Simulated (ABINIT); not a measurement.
# CdH2 (Fm-3m): zone-centre phonons, part 2 of 3

Aim: the zone-centre modes of CdH2 (Fm-3m).

ABINIT 10.8.3; DFT LDA, scalar-relativistic, plane waves, PseudoDojo norm-conserving pseudopotentials.

So far. Step 5 (Relaxing the cell and atoms): The volume changes by +0.6 % in this run and stands -29.9 % from the first cell. Step 6 (Ground state): The cell stands at -0.61 GPa: the relaxation ran with a smoothed and higher cutoff and on another k mesh. The relaxed cell has a = 4.966 Å (conventional setting).

The structure was built from a prototype and need not be the compound's stable phase.

### 7. Zone-centre response

At q = 0 one unit cell holds all displacements. The response is solved for single atoms along the cell's directions, and symmetry skips those that follow from others. The crystal is treated as a metal, which screens a static field, so no field response is asked.

Input file dfpt_gamma.abi:

```

# common to the responses
getwfk_filepath "gso_WFK"
kptopt 2
nqpt 1
qpt 0.0 0.0 0.0
asr 0
chneut 0

# displacements
rfphon 1
rfatpol 1 3
rfdir 1 1 1
tolvrs 1.0d-10
prtwf 0

# basis, mesh and filling
ecut 47.0
ngkpt 12 12 12
nshiftk 1
shiftk 0.0 0.0 0.0
istwfk *1
occopt 7
tsmear 0.01
nband 18
nstep 100
diemac 1000000.0
prtebands 0
prtgsr 0

# cell and atoms
acell 6.635181824 6.635181824 6.635181824
rprim 
    0.0 0.7071067812 0.7071067812
    0.7071067812 0.0 0.7071067812
    0.7071067812 0.7071067812 0.0
ntypat 2
znucl 48 1
natom 3
typat 1 2 2
xred 
    0.0 0.0 0.0
    0.25 0.25 0.25
    0.75 0.75 0.75
pp_dirpath "./pseudo"
pseudos "Cd.upf, H.upf"
```

Command:

```bash
$ OMP_NUM_THREADS=1 mpirun -n 4 abinit dfpt_gamma.abi > dfpt_gamma.log
```

Numbers of over 12 decimals in the logs are rounded to 6 here.

dfpt_gamma.abo, the main output file:

```text
[banners, grids, parts of the stress and lines that vanish by symmetry left out]
- input  file    -> dfpt_gamma.abi
- output file    -> dfpt_gamma.abo
- root for input  files -> dfpt_gammai
- root for output files -> dfpt_gammao

 Symmetries : space group Fm -3 m (#225); Bravais cF (face-center cubic)
================================================================================
 Values of the parameters that define the memory need of the present run (RF).
     intxc =       0      iscf =       7    lmnmax =       6     lnmax =       6
     mgfft =      45  mpssoang =       3    mqgrid =    3001     natom =       3
  nloc_mem =       1    nspden =       1   nspinor =       1    nsppol =       1
      nsym =      48    n1xccc =    2501    ntypat =       2    occopt =       7
   xclevel =       1
-    mband =          18        mffmem =           1         mkmem =         217
-   mkqmem =         217        mk1mem =         217           mpw =        3218
      nfft =       91125          nkpt =         868
- my_mband =          18
================================================================================
================================================================================

--------------------------------------------------------------------------------
------------- Echo of variables that govern the present computation ------------
--------------------------------------------------------------------------------
-
- outvars: echo of selected default values
-   iomode0 =  0 , fftalg0 =312 , wfoptalg0 =  0
-
- outvars: echo of global parameters not present in the input file
-  max_nthreads =    1
-
 -outvars: echo values of preprocessed input variables
 [... echo left out ...]
================================================================================

 chkinp: Checking input parameters for consistency.

[...]
== DATASET  1 ==================================================================
-   mpi_nproc: 4, omp_nthreads: 1 (-1 if OMP is not activated)

--- !DatasetInfo
iteration_state: {dtset: 1, }
dimensions: {natom: 3, nkpt: 868, mband: 18, nsppol: 1, nspinor: 1, nspden: 1, mpw: 3218, }
cutoff_energies: {ecut:  47.0, pawecutdg:  -1.0, }
electrons: {nelect:   2.20000000E+01, charge:   0.00000000E+00, occopt:   7.00000000E+00, tsmear:   1.00000000E-02, }
meta: {optdriver: 1, rfphon: 1, }
...

 mkfilename: getwfk from: gso_WFK

 Real(R)+Recip(G) space primitive vectors, cartesian coordinates (Bohr,Bohr^-1):
 R(1)=  0.0000000  4.6917821  4.6917821  G(1)= -0.1065693  0.1065693  0.1065693
 R(2)=  4.6917821  0.0000000  4.6917821  G(2)=  0.1065693 -0.1065693  0.1065693
 R(3)=  4.6917821  4.6917821  0.0000000  G(3)=  0.1065693  0.1065693 -0.1065693
 Unit cell volume ucvol=  2.0655870E+02 bohr^3
 Angles (23,13,12)=  6.00000000E+01  6.00000000E+01  6.00000000E+01 degrees
 setup1 : take into account q-point for computing boxcut.

 getcut: wavevector=  0.0000  0.0000  0.0000  ngfft=  45  45  45
         ecut(hartree)=     47.000   => boxcut(ratio)=   2.14875

--- Pseudopotential description ------------------------------------------------
- pspini: atom type   1  psp file is ./pseudo/Cd.upf

- pspini: atom type   2  psp file is ./pseudo/H.upf

   5.29746406E+02                                ecore*ucvol(ha*bohr**3)
--------------------------------------------------------------------------------

 ==>  initialize data related to q vector <==

 The list of irreducible perturbations for this q vector is:
    1)    idir= 1    ipert=   1
    2)    idir= 1    ipert=   2

[...]
The perturbation idir=   2  ipert=   1 is
 symmetric of a previously calculated perturbation.
 So, its SCF calculation is not needed.

 The perturbation idir=   3  ipert=   1 is
 symmetric of a previously calculated perturbation.
 So, its SCF calculation is not needed.

 The perturbation idir=   2  ipert=   2 is
 symmetric of a previously calculated perturbation.
 So, its SCF calculation is not needed.

 The perturbation idir=   3  ipert=   2 is
 symmetric of a previously calculated perturbation.
 So, its SCF calculation is not needed.

 The perturbation idir=   1  ipert=   3 is
 symmetric of a previously calculated perturbation.
 So, its SCF calculation is not needed.

 The perturbation idir=   2  ipert=   3 is
 symmetric of a previously calculated perturbation.
 So, its SCF calculation is not needed.

 The perturbation idir=   3  ipert=   3 is
 symmetric of a previously calculated perturbation.
 So, its SCF calculation is not needed.

--------------------------------------------------------------------------------
 Perturbation wavevector (in red.coord.)   0.000000  0.000000  0.000000
 Perturbation : displacement of atom   1   along direction   1
 Found     4 symmetries that leave the perturbation invariant.

[...]
dfpt_looppert : total number of electrons, from k and k+q
  fully or partially occupied states are    2.200000E+01 and    2.200000E+01.
 Initialisation of the first-order wave-functions :
  ireadwf=   0

--- !BeginCycle
iteration_state: {dtset: 1, }
solver: {iscf: 7, nstep: 100, nline: 4, wfoptalg: 0, }
tolerances: {tolvrs: 1.00E-10, }
...

     iter   2DEtotal(Ha)        deltaE(Ha) residm    vres2
-ETOT  1   5.734612     -1.824E+04 2.402E+02 9.672E+01
 ETOT  2 -0.109889     -5.845E+00 4.261E+00 3.744E+01
 ETOT  3 -0.133611     -2.372E-02 1.820E-01 9.113E-01
 ETOT  4 -0.133899     -2.887E-04 7.209E-01 1.636E-02
 ETOT  5 -0.133902     -2.454E-06 7.410E-03 5.618E-04
[...]
At SCF step   10       vres2   =  2.52E-12 < tolvrs=  1.00E-10 =>converged.
[...]
Mean square residual over all n,k,spin=   55.708E-08; max=  16.477E-04

 Thirteen components of 2nd-order total energy (hartree) are
 1,2,3: 0th-order hamiltonian combined with 1st-order wavefunctions
     kin0=   1.47782515E+04 eigvalue=   8.66618373E+02  local=  -9.54093764E+03
 4,5,6: 1st-order hamiltonian combined with 1st and 0th-order wfs
 loc psp =  -1.37859981E+04  Hartree=   3.94373844E+03     xc=  -5.51010376E+02
 note that "loc psp" includes a xc core correction that could be resolved
 7,8,9: eventually, occupation + non-local contributions
    edocc=   2.08378403E+02     enl0=   8.54509243E+03   enl1=  -2.27142642E+04
 1-9 gives the relaxation energy (to be shifted if some occ is /=2.0)
   erelax=  -1.82501312E+04
 10,11,12 Non-relaxation  contributions : frozen-wavefunctions and Ewald
 fr.local=   6.96225597E+03 fr.nonlo=   1.13703967E+04  Ewald=   3.57117202E+01
 13,14 Frozen wf xc core corrections (1) and (2)
 frxc 1  =  -8.78000033E+02  frxc 2 =   7.59632861E+02
 Resulting in :
 2DEtotal=   -0.1339019728E+00 Ha. Also 2DEtotal=   -0.364365830106E+01 eV
    (2DErelax=   -1.8250131157E+04 Ha. 2DEnonrelax=    1.8249997255E+04 Ha)
    (  non-var. 2DEtotal :   -1.3390114778E-01 Ha)

[...]
Perturbation wavevector (in red.coord.)   0.000000  0.000000  0.000000
 Perturbation : displacement of atom   2   along direction   1
 Found     2 symmetries that leave the perturbation invariant.

--------------------------------------------------------------------------------

--------------------------------------------------------------------------------

 dfpt_looppert : total number of electrons, from k and k+q
  fully or partially occupied states are    2.200000E+01 and    2.200000E+01.
 Initialisation of the first-order wave-functions :
  ireadwf=   0

--- !BeginCycle
iteration_state: {dtset: 1, }
solver: {iscf: 7, nstep: 100, nline: 4, wfoptalg: 0, }
tolerances: {tolvrs: 1.00E-10, }
...

     iter   2DEtotal(Ha)        deltaE(Ha) residm    vres2
-ETOT  1  0.460481     -4.058E+01 5.116E+00 1.002E+03
[...]
ETOT  9  0.314158     -6.782E-11 1.579E-04 5.944E-10
 ETOT 10  0.314158     -1.521E-12 4.875E-05 3.659E-12

 At SCF step   10       vres2   =  3.66E-12 < tolvrs=  1.00E-10 =>converged.
[...]
Mean square residual over all n,k,spin=   11.910E-09; max=  48.755E-06

 Thirteen components of 2nd-order total energy (hartree) are
 1,2,3: 0th-order hamiltonian combined with 1st-order wavefunctions
     kin0=   3.89946703E+01 eigvalue=  -1.20296940E+00  local=  -6.83582822E+00
 4,5,6: 1st-order hamiltonian combined with 1st and 0th-order wfs
 loc psp =  -5.87792308E+01  Hartree=   8.84472352E+00     xc=  -5.39405688E+00
 note that "loc psp" includes a xc core correction that could be resolved
 7,8,9: eventually, occupation + non-local contributions
    edocc=   6.68019947E+00     enl0=  -3.65330136E-01   enl1=  -2.26635866E+01
 1-9 gives the relaxation energy (to be shifted if some occ is /=2.0)
   erelax=  -4.07214087E+01
 10,11,12 Non-relaxation  contributions : frozen-wavefunctions and Ewald
 fr.local=   1.12277557E+01 fr.nonlo=   1.10591577E+01  Ewald=   1.87486531E+01
 13,14 Frozen wf xc core corrections (1) and (2)
 frxc 1  =   0.00000000E+00  frxc 2 =   0.00000000E+00
 Resulting in :
 2DEtotal=    0.3141578735E+00 Ha. Also 2DEtotal=    0.854867123909E+01 eV
    (2DErelax=   -4.0721408656E+01 Ha. 2DEnonrelax=    4.1035566530E+01 Ha)
    (  non-var. 2DEtotal :    3.1415786186E-01 Ha)

[...]
---- first-order wavefunction calculations are completed ----

 ==> Compute Derivative Database <==

 [... matrices left out ...]
  Phonon wavevector (reduced coordinates) :  0.00000  0.00000  0.00000
 Phonon energies in Hartree :
  -9.358445E-04 -9.358445E-04 -9.358445E-04  2.521830E-05  2.521830E-05
   2.521830E-05  2.937261E-03  2.937261E-03  2.937261E-03
 Phonon frequencies in cm-1    :
- -2.053941E+02 -2.053941E+02 -2.053941E+02  5.534778E+00  5.534778E+00
-  5.534778E+00  6.446542E+02  6.446542E+02  6.446542E+02

== END DATASET(S) ==============================================================
================================================================================

 -outvars: echo values of variables after computation
            acell      6.6351818240E+00  6.6351818240E+00  6.6351818240E+00 Bohr
           etotal      3.1415787354E-01
            fcart      0.0000000000E+00  0.0000000000E+00  0.0000000000E+00
           strten      0.0000000000E+00  0.0000000000E+00  0.0000000000E+00
================================================================================
```

It took 8 min on 4 MPI ranks of Arm Neoverse V1, shared host; 32 min of CPU time.

This step gave:

```
largest acoustic frequency at the zone centre before the sum rule : 5.53 cm⁻¹
highest optical zone-centre mode (no LO-TO term)                  : 644.6 cm⁻¹
lowest optical zone-centre mode                                   : -205.4 cm⁻¹
```

The acoustic modes at Γ come out as far as 5.5 cm⁻¹ from zero, where they should vanish, a small numerical error. The lowest optical mode is imaginary, 205i cm⁻¹, an instability at this level and on this k mesh.

### 8. Modes with the sum rule

anaddb reads the merged derivatives and imposes the acoustic sum rule.

Input file anaddb.abi:

```
ddb_filepath "gamma_DDB"
output_file "anaddb.abo"
outdata_prefix "anaddb"
asr 1
chneut 1
enunit 2
eivec 1
nph1l 1
qph1l 0.0 0.0 0.0 1.0
```

Input file mrgddb.in:

```
gamma_DDB
merged
2
dfpt_gammao_DDB
gso_DDB
```

Command:

```bash
$ mrgddb < mrgddb.in > mrgddb.log
$ OMP_NUM_THREADS=1 anaddb anaddb.abi > anaddb.log
```

anaddb.abo, the main output file:

```text
-outvars_anaddb: echo values of input variables ----------------------

 Miscellaneous information :
      enunit         2
       eivec         1
         asr         1
 First list of wavevector (reduced coord.) :
       nph1l         1
       qph1l
                     0.00000000E+00  0.00000000E+00  0.00000000E+00    1.000E+00

================================================================================

 read the DDB information and perform some checks

  ==== Info on the Cryst% object ====
 Real(R)+Recip(G) space primitive vectors, cartesian coordinates (Bohr,Bohr^-1):
 R(1)=  0.0000000  4.6917821  4.6917821  G(1)= -0.1065693  0.1065693  0.1065693
 R(2)=  4.6917821  0.0000000  4.6917821  G(2)=  0.1065693 -0.1065693  0.1065693
 R(3)=  4.6917821  4.6917821  0.0000000  G(3)=  0.1065693  0.1065693 -0.1065693
 Unit cell volume ucvol=  2.0655870E+02 bohr^3
 Angles (23,13,12)=  6.00000000E+01  6.00000000E+01  6.00000000E+01 degrees
 Time-reversal symmetry is present
 Reduced atomic positions [iatom, xred, symbol]:
    1)    0.0000000  0.0000000  0.0000000  Cd
    2)    0.2500000  0.2500000  0.2500000   H
    3)    0.7500000  0.7500000  0.7500000   H

 DDB file with 3 blocks has been read.

================================================================================

 Treat the first list of vectors

  Phonon wavevector (reduced coordinates) :  0.00000  0.00000  0.00000
 Phonon energies in Hartree :
  -9.366711E-04 -9.366711E-04 -9.366711E-04  2.198909E-08  2.205135E-08
   2.223711E-08  2.936994E-03  2.936994E-03  2.936994E-03
 Phonon energies in meV     :
- -2.548812E+01 -2.548812E+01 -2.548812E+01  5.983536E-04  6.000479E-04
-  6.051027E-04  7.991968E+01  7.991968E+01  7.991968E+01
 Phonon frequencies in cm-1    :
- -2.055755E+02 -2.055755E+02 -2.055755E+02  4.826047E-03  4.839713E-03
-  4.880482E-03  6.445957E+02  6.445957E+02  6.445957E+02
 Phonon frequencies in Thz     :
- -6.163000E+00 -6.163000E+00 -6.163000E+00  1.446813E-04  1.450909E-04
-  1.463132E-04  1.932449E+01  1.932449E+01  1.932449E+01
 Phonon energies in Kelvin  :
- -2.957773E+02 -2.957773E+02 -2.957773E+02  6.943605E-03  6.963267E-03
-  7.021925E-03  9.274294E+02  9.274294E+02  9.274294E+02

 Eigendisplacements
 (will be given, for each mode : in cartesian coordinates
   for each atom the real part of the displacement vector,
   then the imaginary part of the displacement vector - absolute values smaller than 1.0d-7 are set to zero)
  Mode number    1   Energy   -9.366711E-04
 Attention : low frequency mode.
   (Could be unstable or acoustic mode)
-  1  0.00000000E+00  1.84527693E-07  2.93264478E-04
-     0.00000000E+00  0.00000000E+00  0.00000000E+00
-  2 -2.17242804E-07 -1.02879451E-05 -1.63503308E-02
-     0.00000000E+00  0.00000000E+00  0.00000000E+00
-  3 -2.17242804E-07 -1.02879451E-05 -1.63503308E-02
-     0.00000000E+00  0.00000000E+00  0.00000000E+00
  Mode number    2   Energy   -9.366711E-04
 Attention : low frequency mode.
   (Could be unstable or acoustic mode)
-  1  0.00000000E+00  2.93264478E-04 -1.84527751E-07
-     0.00000000E+00  0.00000000E+00  0.00000000E+00
-  2 -2.45135527E-07 -1.63503308E-02  1.02879483E-05
-     0.00000000E+00  0.00000000E+00  0.00000000E+00
-  3 -2.45135527E-07 -1.63503308E-02  1.02879483E-05
-     0.00000000E+00  0.00000000E+00  0.00000000E+00
  Mode number    3   Energy   -9.366711E-04
 Attention : low frequency mode.
   (Could be unstable or acoustic mode)
-  1  2.93264536E-04  0.00000000E+00  0.00000000E+00
-     0.00000000E+00  0.00000000E+00  0.00000000E+00
-  2 -1.63503341E-02  2.45272172E-07  2.17088517E-07
-     0.00000000E+00  0.00000000E+00  0.00000000E+00
-  3 -1.63503341E-02  2.45272172E-07  2.17088517E-07
-     0.00000000E+00  0.00000000E+00  0.00000000E+00
  Mode number    4   Energy    2.198909E-08
 Attention : low frequency mode.
   (Could be unstable or acoustic mode)
-  1  0.00000000E+00  0.00000000E+00 -2.18954847E-03
-     0.00000000E+00  0.00000000E+00  0.00000000E+00
-  2  0.00000000E+00  0.00000000E+00 -2.18993697E-03
-     0.00000000E+00  0.00000000E+00  0.00000000E+00
-  3  0.00000000E+00  0.00000000E+00 -2.18993697E-03
-     0.00000000E+00  0.00000000E+00  0.00000000E+00
  Mode number    5   Energy    2.205135E-08
 Attention : low frequency mode.
   (Could be unstable or acoustic mode)
-  1  4.91484743E-07 -2.18954841E-03  0.00000000E+00
-     0.00000000E+00  0.00000000E+00  0.00000000E+00
-  2  4.91571949E-07 -2.18993691E-03  0.00000000E+00
-     0.00000000E+00  0.00000000E+00  0.00000000E+00
-  3  4.91571949E-07 -2.18993691E-03  0.00000000E+00
-     0.00000000E+00  0.00000000E+00  0.00000000E+00
  Mode number    6   Energy    2.223711E-08
 Attention : low frequency mode.
   (Could be unstable or acoustic mode)
-  1  2.18954841E-03  4.91484785E-07  0.00000000E+00
-     0.00000000E+00  0.00000000E+00  0.00000000E+00
-  2  2.18993691E-03  4.91571990E-07  0.00000000E+00
-     0.00000000E+00  0.00000000E+00  0.00000000E+00
-  3  2.18993691E-03  4.91571990E-07  0.00000000E+00
-     0.00000000E+00  0.00000000E+00  0.00000000E+00
  Mode number    7   Energy    2.936994E-03
-  1  0.00000000E+00  0.00000000E+00  0.00000000E+00
-     0.00000000E+00  0.00000000E+00  0.00000000E+00
-  2  1.20606679E-06  5.40928965E-06 -1.64963395E-02
-     0.00000000E+00  0.00000000E+00  0.00000000E+00
-  3 -1.20606679E-06 -5.40928965E-06  1.64963395E-02
-     0.00000000E+00  0.00000000E+00  0.00000000E+00
  Mode number    8   Energy    2.936994E-03
-  1  0.00000000E+00  0.00000000E+00  0.00000000E+00
-     0.00000000E+00  0.00000000E+00  0.00000000E+00
-  2  9.37056824E-07 -1.64963395E-02 -5.40922115E-06
-     0.00000000E+00  0.00000000E+00  0.00000000E+00
-  3 -9.37056824E-07  1.64963395E-02  5.40922115E-06
-     0.00000000E+00  0.00000000E+00  0.00000000E+00
  Mode number    9   Energy    2.936994E-03
-  1  0.00000000E+00  0.00000000E+00  0.00000000E+00
-     0.00000000E+00  0.00000000E+00  0.00000000E+00
-  2  1.64963404E-02  9.36661296E-07  1.20637399E-06
-     0.00000000E+00  0.00000000E+00  0.00000000E+00
-  3 -1.64963404E-02 -9.36661296E-07 -1.20637399E-06
-     0.00000000E+00  0.00000000E+00  0.00000000E+00

 Analysis of degeneracies and characters (maximum tolerance=1.00E-06 a.u.)
 For each vibration mode, or group of modes if degenerate,
 the characters are given for each symmetry operation (see the list in the log file).
 Symmetry characters of vibration mode #   1
       degenerate with vibration modes #   2 to    3
  3.0 -3.0 -1.0  1.0 -1.0  1.0 -1.0  1.0  1.0 -1.0 -1.0  1.0  1.0 -1.0 -1.0  1.0
  0.0 -0.0  0.0 -0.0 -0.0  0.0 -0.0  0.0  1.0 -1.0 -1.0  1.0 -1.0  1.0  1.0 -1.0
  0.0 -0.0 -0.0  0.0 -0.0  0.0  0.0 -0.0  1.0 -1.0  1.0 -1.0 -1.0  1.0 -1.0  1.0
 Symmetry characters of vibration mode #   4
       degenerate with vibration modes #   5 to    6
  3.0 -3.0 -1.0  1.0 -1.0  1.0 -1.0  1.0  1.0 -1.0 -1.0  1.0  1.0 -1.0 -1.0  1.0
  0.0 -0.0 -0.0  0.0  0.0 -0.0 -0.0  0.0  1.0 -1.0 -1.0  1.0 -1.0  1.0  1.0 -1.0
  0.0 -0.0  0.0 -0.0 -0.0  0.0 -0.0  0.0  1.0 -1.0  1.0 -1.0 -1.0  1.0 -1.0  1.0
 Symmetry characters of vibration mode #   7
       degenerate with vibration modes #   8 to    9
  3.0  3.0 -1.0 -1.0 -1.0 -1.0 -1.0 -1.0  1.0  1.0 -1.0 -1.0  1.0  1.0 -1.0 -1.0
 -0.0 -0.0 -0.0 -0.0  0.0  0.0  0.0  0.0  1.0  1.0 -1.0 -1.0 -1.0 -1.0  1.0  1.0
 -0.0 -0.0  0.0  0.0  0.0  0.0 -0.0 -0.0  1.0  1.0  1.0  1.0 -1.0 -1.0 -1.0 -1.0
-
```

Wall time 0.51 s (1 thread).

Numbers from this step:

```
lowest optical zone-centre mode : -205.6 cm⁻¹
```

No LO-TO term; unit eigenvectors of the mass-weighted matrix, from anaddb's displacements. The modes at Γ (shares of kinetic energy by element, %) (negative means imaginary):

```csv
mode,frequency (cm⁻¹),symmetry,Cd %,H %
1,-205.6,T1u,2,98
2,-205.6,T1u,2,98
3,-205.6,T1u,2,98
4,0.0,acoustic,98,2
5,0.0,acoustic,98,2
6,0.0,acoustic,98,2
7,644.6,T2g,0,100
8,644.6,T2g,0,100
9,644.6,T2g,0,100
```

Displacements in mode 2 (-205.6 cm⁻¹), the largest set to 1:
```
Cd1  0.00  0.02  0.00
H2   0.00 -1.00  0.00
H3   0.00 -1.00  0.00
```

Displacements in mode 8 (644.6 cm⁻¹), the largest set to 1:
```
Cd1  0.00  0.00  0.00
H2   0.00 -1.00  0.00
H3   0.00  1.00  0.00
```

The rule moves no optical mode by more than 0.2 cm⁻¹.

(Continued in part 3 of 3.)

[Host names and launcher messages were left out of these logs when they were recorded.]

[Logs are printed without paths, hosts, clocks, repeated set-up lines and the standing remarks that a program may print on its own settings, such as how far it seeks lower states.]

[Hosts, paths, dates, database ids (printed as entryN), source tags and the programs' standing remarks are cut or masked in the printed files.]
